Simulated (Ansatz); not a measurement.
## CaO (Fm-3m):K_Ca, thermodynamic levels from a 54-atom cell

Charge states of K_Ca in CaO (Fm-3m), set against the band edges. Model: a cell of 54 host atoms with 1 Ca taken out and 1 K put in.

Calculated with Ansatz 0.2.0; place-levels on r2SCAN runs: charge-transition levels and formation energies with image-charge correction and potential alignment at the atomic sites; PAW set soft_1.

## Step 1: The starting structure

The cell holds 54 atoms: 26 Ca, 27 O and 1 K. Its edges and angles: a = 10.173 Å, b = 10.173 Å, c = 10.173 Å, α = 60.0°, β = 60.0°, γ = 60.0°. It derives from CaO (space group Fm-3m). Nearest the centre at fractional (0.667, 0.667, 0.333): K51 at 0.00 Å, O32 at 2.40 Å, O28 at 2.40 Å, O44 at 2.40 Å, O34 at 2.40 Å, O46 at 2.40 Å, O50 at 2.40 Å, Ca45 at 3.39 Å.

As a file:

```xyz
54
Lattice="0.0000 7.1931 7.1931 7.1931 0.0000 7.1931 7.1931 7.1931 0.0000" Properties=species:S:1:pos:R:3 pbc="T T T"
Ca    0.0000    0.0000    0.0000
O     2.3977    2.3977    2.3977
Ca    2.3977    2.3977    0.0000
O     4.7954    4.7954    2.3977
Ca    4.7954    4.7954    0.0000
O     7.1931    7.1931    2.3977
Ca    2.3977    0.0000    2.3977
O     4.7954    2.3977    4.7954
Ca    4.7954    2.3977    2.3977
O     7.1931    4.7954    4.7954
Ca    7.1931    4.7954    2.3977
O     9.5908    7.1931    4.7954
Ca    4.7954    0.0000    4.7954
O     7.1931    2.3977    7.1931
Ca    7.1931    2.3977    4.7954
O     9.5908    4.7954    7.1931
Ca    9.5908    4.7954    4.7954
O    11.9885    7.1931    7.1931
Ca    0.0000    2.3977    2.3977
O     2.3977    4.7954    4.7954
Ca    2.3977    4.7954    2.3977
O     4.7954    7.1931    4.7954
Ca    4.7954    7.1931    2.3977
O     7.1931    9.5908    4.7954
Ca    2.3977    2.3977    4.7954
O     4.7954    4.7954    7.1931
Ca    4.7954    4.7954    4.7954
O     7.1931    7.1931    7.1931
Ca    7.1931    7.1931    4.7954
O     9.5908    9.5908    7.1931
Ca    4.7954    2.3977    7.1931
O     7.1931    4.7954    9.5908
Ca    7.1931    4.7954    7.1931
O     9.5908    7.1931    9.5908
Ca    9.5908    7.1931    7.1931
O    11.9885    9.5908    9.5908
Ca    0.0000    4.7954    4.7954
O     2.3977    7.1931    7.1931
Ca    2.3977    7.1931    4.7954
O     4.7954    9.5908    7.1931
Ca    4.7954    9.5908    4.7954
O     7.1931   11.9885    7.1931
Ca    2.3977    4.7954    7.1931
O     4.7954    7.1931    9.5908
Ca    4.7954    7.1931    7.1931
O     7.1931    9.5908    9.5908
Ca    7.1931    9.5908    7.1931
O     9.5908   11.9885    9.5908
Ca    4.7954    4.7954    9.5908
O     7.1931    7.1931   11.9885
K     7.1931    7.1931    9.5908
O     9.5908    9.5908   11.9885
Ca    9.5908    9.5908    9.5908
O    11.9885   11.9885   11.9885
```

Known beforehand: the electronic dielectric constant, 3.85, and the static one, 16.67, computed on the host (DFPT, PBEsol, on the r2SCAN cell), and a cell off the functional's own equilibrium shifts the ionic part.

The cell's shortest repeat is 10.2 Å.

## Step 2: Charge states

A transition level is the Fermi level at which two charge states cost the same, so each charge needs its own total energy, at its own relaxed structure.

Each atom starts 0.05 Å or so off its site in a random direction: a symmetric start keeps its symmetry, and would miss off-centre moves and Jahn–Teller distortions. Forces are taken at one point at (¼, ¼, ¼). The cell holds 1 electron more than the neutral one, with a uniform background that keeps it neutral on the whole.

The sampling was tested on the host first: at the k-points planned (1x1x1 shifted 0.25 0.25 0.25) its energy lies 0.005 eV an atom from the dense-mesh value, under the bound of 0.02 eV set for this test; that bounds the host's error, not the defect's.

One of the inputs; charge, spin and start change from state to state.

Contents of qm1.relax/input.yaml:

```yaml
crystal:
  lattice:
    - [0.0, 2.39769239, 2.39769239]
    - [2.39769239, 0.0, 2.39769239]
    - [2.39769239, 2.39769239, 0.0]
  atoms:
    - { symbol: Ca, position: [0.0, 0.0, 0.0] }
    - { symbol: O, position: [0.5, 0.5, 0.5] }
  supercell: [3, 3, 3]
  defects: [{ substitution: { at: 50, symbol: K } }]
total_charge: -1
basis:
  ecutwfc: 500
  xc_grid: 2
hamiltonian:
  xc: r2scan
  pseudopotentials: { kind: paw, azcp: { folder: soft_1 } }
kpoints:
  mp_grid: { grid: [1, 1, 1], shift: [0.25, 0.25, 0.25] }
scf:
  occupations: { method: fixed }
  max_iter: 60
output:
  forces: true
  charged_corrections: { epsilon: 3.85, static_epsilon: 16.67 }
relax:
  f_tol: 0.02
  max_steps: 80
  random_displacement: { amplitude: 0.05, seed: 4441 }
checkpoint:
  write: "../qm1.relax.run"
  compress: false
  write_wavefunctions: true
  write_every: 100000
```

Started as:

```bash
$ ansatz run input.yaml --threads 4 --pin off --max-ram 15073MiB --backend cpu --events-out ev --progress --plain --runs-dir out
```

Defect states can disperse in a cell of this size, so the energy is taken again at a 2×2×2 shifted mesh, on the relaxed structure.

The run of this state that the levels use, under r2SCAN:

Contents of qm1.point/input.yaml:

```yaml
crystal:
  checkpoint: "../qm1.relax.run"
  host: checkpoint
total_charge: -1
basis:
  ecutwfc: 500
  xc_grid: 2
hamiltonian:
  xc: r2scan
  pseudopotentials: { kind: paw, azcp: { folder: soft_1 } }
kpoints:
  mp_grid: { grid: [2, 2, 2], shift: [0.5, 0.5, 0.5] }
scf:
  occupations: { method: fermi_dirac, width: 0.01 }
  max_iter: 60
output:
  forces: true
  eigenvalues: true
  charged_corrections:
    epsilon: 3.85
    static_epsilon: 16.67
    defect_position: [0.666667, 0.666667, 0.333333]
  eigenstates: { localisation: true }
  populations: true
  band_densities: [{ bands: [v1, v1] }, { bands: [c1, c1] }]
  write_density: true
  write_potential: true
  volumetric_format: npy
checkpoint:
  read: "../qm1.relax.run"
  write: "../qm1.point.run"
  compress: false
  write_wavefunctions: false
  write_every: 100000
```

Relaxations under r2SCAN at one point at (¼, ¼, ¼); times on 4 threads of Arm Neoverse V2, shared host:

```csv
charge,moment (μB),occupations,outcome,steps,largest displacement against the far atoms (Å),time
−1,0,fixed,converged,4,0.16,65 s
0,1,fixed,converged,10,0.16,7 min
+1,0,fixed,not converged,-,-,53 s
+1,0,fermi-dirac,converged,4,0.16,91 s
+1,2,fixed,converged,4,0.16,3 min
```

Single points under r2SCAN at a 2×2×2 shifted mesh; times on 4 threads of Arm Neoverse V2, shared host:

```csv
charge,moment (μB),occupations,outcome,time
−1,0,fermi-dirac,converged,89 s
0,1,fermi-dirac,converged,3.9 min
+1,0,fermi-dirac,converged,1.8 min
+1,2,fermi-dirac,converged,3.7 min
```

Distances (Å) from K51 to the nearest atoms after relaxation with r2SCAN:

```csv
charge,moment (μB),1.,2.,3.,4.,5.,6.
−1,0,O 2.56,O 2.56,O 2.56,O 2.56,O 2.56,O 2.56
0,1,O 2.55,O 2.55,O 2.55,O 2.55,O 2.56,O 2.56
+1,0,O 2.56,O 2.56,O 2.56,O 2.56,O 2.56,O 2.56
+1,2,O 2.55,O 2.55,O 2.55,O 2.55,O 2.55,O 2.55
```

## Step 3: Levels against the band edges, r2SCAN

A charged cell interacts with its images and the background, and its potential has another zero than the host's. place-levels removes the first by a point-charge model, screened by the static dielectric constant since the ions have relaxed around the charge, and the second by comparing potentials at atoms far from the defect.

The host is a run of the defect-free crystal in the same cutoffs, grids and k-points, so that basis and sampling errors cancel in part in the differences. The host is run in a cell of 2 atoms on a matching mesh. Its band edges are searched through the zone by a band path, so the gap is smaller than, or equal to, that on the mesh. Chemical potentials are energies per atom of Ca (fcc) and K (bcc), run with the same functional and cutoff.

Contents of levels.point.yaml:

```yaml
host:
  run: host.point.run
states: [qm1.point.run, q0_M1.point.run, qp1.point.run, qp1_M2.point.run]
geometry_from:
  qm1.point.run: qm1.relax.run
  q0_M1.point.run: q0_M1.relax.run
  qp1.point.run: qp1.relax_smeared.run
  qp1_M2.point.run: qp1_M2.relax.run
chemical_potentials:
  Ca:
    energy: -1821.671293
    dataset: <sha256 of the dataset>
  K:
    energy: -1542.48138
    dataset: <sha256 of the dataset>
epsilon: 3.85
static_epsilon: 16.67
vertical:
  - { from: qm1.point.run, to: qm1.point_neutral.run }
  - { from: qp1.point.run, to: qp1.point_neutral.run }
  - { from: qp1_M2.point.run, to: qp1_M2.point_neutral.run }
```

Started as:

```bash
$ ansatz place-levels levels.point.yaml -- --threads 4 --pin off --max-ram 15073MiB
```

Numbers of over 12 decimals in the logs are rounded to 6 here.

Log:

```text
[... repeated set-up lines and file paths are left out, and long positions are rounded to six places ...]
(+1/0) 0.010 eV beneath the valence edge (-0.156 eV without the band-filling correction), in the valence band
(0/-1) 0.077 eV above the valence edge, 4.120 eV under the conduction edge
formation energy of charge +1: +5.738 eV with the Fermi level at the valence edge
formation energy of charge 0: +5.728 eV with the Fermi level at the valence edge
formation energy of charge -1: +5.805 eV with the Fermi level at the valence edge
vertical -1 to 0: no energy, since no alignment is typed
  the change from vertical[0].from (qm1.point.run) to vertical[0].to (qm1.point_neutral.run): by its potential at epsilon 3.85 it stands at 0.666 0.667 0.333, with an rms radius of about 6.0 Å (3.5 3.5 3.5 Å across the planes of the cell's vectors); [...]
vertical +1 to 0: no energy, since no alignment is typed
  the change from vertical[1].from (qp1.point.run) to vertical[1].to (qp1.point_neutral.run): by its potential at epsilon 3.85 it is spread over the cell along a vector, with an rms radius of about 6.9 Å (4.0 4.0 4.0 Å across the planes of the cell's [...]
vertical +1 to 0: no energy, since no alignment is typed
  the change from vertical[2].from (qp1_M2.point.run) to vertical[2].to (qp1_M2.point_neutral.run): by its potential at epsilon 3.85 it stands at 0.667 0.666 0.333, with an rms radius of about 6.0 Å (3.5 3.5 3.4 Å across the planes of the cell's vectors); [...]
  edges by r2scan, gap 4.197 eV; the host is sampled to repeats of 20.35 Å
  the defect's cells are sampled to repeats of 20.35 Å, like sampling
  charge +1: -64362.8937 eV with its correction of -0.068 eV, at epsilon 16.67, aligned at sites: -0.2058 eV, mean over 21 atomic sites at or beyond 5.09 Å from the defect at [0.6667, 0.6667, 0.3333], with +0.000000 for the charge's moments and without [...]
  states[3] (qp1_M2.point.run): levels filled in part (TS 0.006 eV): its energy is of no whole electron's
  charge 0: +0.000 eV for its dipole among its images, +0.000 omitted
  states[1] (q0_M1.point.run): levels filled in part (TS 0.005 eV): its energy is of no whole electron's
  charge -1: -64348.0990 eV with its correction of +0.187 eV, at epsilon 16.67, aligned at sites: -0.0494 eV, mean over 21 atomic sites at or beyond 5.09 Å from the defect at [0.6667, 0.6667, 0.3333], with +0.000000 for the charge's moments and without [...]
  charge +1: states[2] (qp1.point.run) stands 0.006 eV higher, with a moment of 0.00 μB against 2.00
  states[2] (qp1.point.run): levels filled in part (TS 0.015 eV): its energy is of no whole electron's
  of states[3] (qp1_M2.point.run): it parts from the run at its places by a charge that spreads by about 3.5 Å along one vector (1.4 Å or more is wide), by its potential at epsilon 3.85, taken for that of held ions (one typed too small widens it), where the [...]
  of states[1] (q0_M1.point.run): its alignment with the host at atomic sites is doubtful: the cell is too small to show whether the defect's potential has decayed: take a larger one; stability_check_not_made
  of states[0] (qm1.point.run): it parts from the run at its places by a charge that spreads by about 3.5 Å along one vector (1.4 Å or more is wide), by its potential at epsilon 3.85, taken for that of held ions (one typed too small widens it), where the cell [...]
  of states[2] (qp1.point.run): how wide its charge is, is not read beside other atoms or cores, and a band state would take no correction. [...]
  of vertical[0].from (qm1.point.run): it parts from the run at its places by a charge that spreads by about 3.5 Å along one vector (1.4 Å or more is wide), by its potential at epsilon 3.85, taken for that of held ions (one typed too small widens it), where [...]
  vertical[0].to (qm1.point_neutral.run): levels filled in part (TS 0.005 eV): its energy is of no whole electron's
  of vertical[0].to (qm1.point_neutral.run): stability_check_not_made
  vertical[1].from (qp1.point.run): levels filled in part (TS 0.015 eV): its energy is of no whole electron's
  of vertical[1].from (qp1.point.run): it parts from the run at its places by a charge that spreads by about 4 Å along one vector (1.4 Å or more is wide), by its potential at epsilon 3.85, taken for that of held ions (one typed too small widens it), where the [...]
  vertical[1].to (qp1.point_neutral.run): levels filled in part (TS 0.005 eV): its energy is of no whole electron's
  of vertical[1].to (qp1.point_neutral.run): stability_check_not_made
  vertical[2].from (qp1_M2.point.run): levels filled in part (TS 0.006 eV): its energy is of no whole electron's
  of vertical[2].from (qp1_M2.point.run): stability_check_not_made; [...]
  vertical[2].to (qp1_M2.point_neutral.run): levels filled in part (TS 0.005 eV): its energy is of no whole electron's
  of vertical[2].to (qp1_M2.point_neutral.run): stability_check_not_made
```

Elapsed: 0.37 s, on 4 threads of Arm Neoverse V2, shared host.

Levels between the charges placed, in eV above the valence top:

```csv
,gap (eV),(+1/0),(0/−1)
r2SCAN,4.20,-0.01,0.08
```

Corrections by state:

```csv
charge,moment (μB),image terms and alignment (eV),band filling (eV),ε used,"over the lowest of its charge, as the program ranks them, band filling apart (eV)"
+1,2.0,-0.068,-0.146,16.67,0.000
0,1.0,0.000,-,-,0.000
−1,0.0,0.187,-,16.67,0.000
+1,0.0,-0.086,-,16.67,0.006
```

The charged structures listed were also run neutral, and place-levels reads from each pair, by the potential or the spins, how wide the charge is by which they differ; that can be the carrier of either run.

```csv
charge,rms radius (Å),spread where it is widest against the cell (Å),wide from (Å),reading
+1,6.0,3.48,1.44,wide
−1,6.0,3.45,1.44,wide
```

The neutral runs of these pairs need not share the spin of the lowest neutral state, and very wide values only mean spread over the cell.

From the program's caveats on the states, each cut to its opening words:

- charge +1 (2 μB), −1: it parts from the run at its places by a charge that spreads by about 3.5 Å along one vector (1.4 Å or more is wide), by its potential at epsilon 3.85, taken [...]
- charge +1 (2 μB): a band-filling correction moves a carrier to the host's band edge, which changes its energy by -0.146 eV
- charge +1 (2 μB), 0 (1 μB), −1, +1: its alignment with the host at atomic sites is doubtful: the cell is too small to show whether the defect's potential has decayed: take a larger one
- charge +1 (2 μB), 0 (1 μB): flagged: stability check not made
- charge +1: how wide its charge is, is not read beside other atoms or cores, and a band state would take no correction

The host's formation energy from the elements is -3.216 eV per atom; it sets how far the chemical potentials can move.

Limit set by the element alone; other compounds of these elements are not counted. Chemical potentials from the elements' reference states: Ca 0.00 eV, O -6.43 eV, K 0.00 eV. Formation energies (Ca-rich), with the Fermi level at the valence top and at the conduction bottom (gap 4.20 eV):

```csv
charge,at valence top (eV),at conduction bottom (eV),correction included (eV)
+1,5.74,9.94,-0.21
0,5.73,5.73,0.00
−1,5.81,1.61,0.19
```

```
Fermi level (eV)  lowest formation energy (eV)
            0.00                          5.73
            0.38                          5.42
            0.76                          5.04
            1.14                          4.66
            1.53                          4.28
            1.91                          3.90
            2.29                          3.51
            2.67                          3.13
            3.05                          2.75
            3.43                          2.37
            3.82                          1.99
            4.20                          1.61
```

Limit set by the element alone; other compounds of these elements are not counted. Chemical potentials from the elements' reference states: O 0.00 eV, Ca -6.43 eV, K 0.00 eV. Formation energies (O-rich), with the Fermi level at the valence top and at the conduction bottom (gap 4.20 eV):

```csv
charge,at valence top (eV),at conduction bottom (eV),correction included (eV)
+1,-0.69,3.50,-0.21
0,-0.70,-0.70,0.00
−1,-0.63,-4.83,0.19
```

(Fermi level (eV), lowest formation energy (eV)): (0.00, -0.70), (0.38, -1.01), (0.76, -1.39), (1.14, -1.77), (1.53, -2.15), (1.91, -2.53), (2.29, -2.92), (2.67, -3.30), (3.05, -3.68), (3.43, -4.06), (3.82, -4.44), (4.20, -4.83)

## Step 4: Summary of results

```json
{
 "gap of the host": "4.20 eV (r2SCAN)",
 "level (plus 1/0)": "0.01 eV below the valence top (-0.16 eV above the valence top without the band-filling term)",
 "level (0/minus 1)": "0.08 eV above the valence top",
 "lowest of the charges placed, just above the valence top (0.02 eV)": "0",
 "lowest of the charges placed, just below the conduction bottom (0.02 eV)": "−1",
 "lowest formation energy at mid-gap of the charges run, Ca-rich": "3.71 eV",
 "lowest formation energy at mid-gap of the charges run, O-rich": "-2.73 eV"
}
```

What this shows: Of the charges placed (−1, 0 and +1), the lowest changes at 0.08 eV (0/−1) above the valence top, in a gap of 4.20 eV. (0/−1) lies nearer to a band edge than the share of the finite-size correction in it (0.19 eV), and that correction holds for a localised charge alone. (0/−1) lies 0.08 eV from a band edge, less than the doubt on such levels. Charges below −1 were not placed, so these runs say nothing of levels that involve them. States placed: +1 at 2 μB and 0 μB; 0 at 1 μB; −1 at 0 μB. Other spin states or structures, where not listed, weren't placed. The program finds carriers beyond a band edge of the host and adds a band-filling term at charge +1 (-0.15 eV); steps to such a charge show no bound level, and a defect level inside a band would be read the same way. K is taken at its element; compounds, which aren't counted here, bound the chemical potentials and would shift these formation energies. The lowest formation energy (O-rich) is negative across the gap, so the defect would form by itself: these chemical potentials lie beyond what competing compounds allow, or the host is unstable against it. The program doubts the alignment of potentials for at least one state, a sign that the cell is small. What this leaves open: r2SCAN makes the gap too small and tends to spread out bound carriers; where a gas molecule sets a chemical potential or the host's formation energy, its binding is uncorrected.

[Logs are printed without paths, hosts, clocks, repeated set-up lines and the standing remarks that a program may print on its own settings, such as how far it seeks lower states.]

[Hosts, paths, dates, database ids (printed as entryN), source tags and the programs' standing remarks are cut or masked in the printed files.]

[Where a table of states has a column of steps, it counts the stored structures, which are thinned; the runs took as many ionic steps or more.]

[A defect's name tells the site on which it was built; relaxed atoms can leave that site.]

[For some hosts the program warned that the k-mesh of the response run may be too coarse for force constants and the static dielectric constant; such warnings are not shown here.]
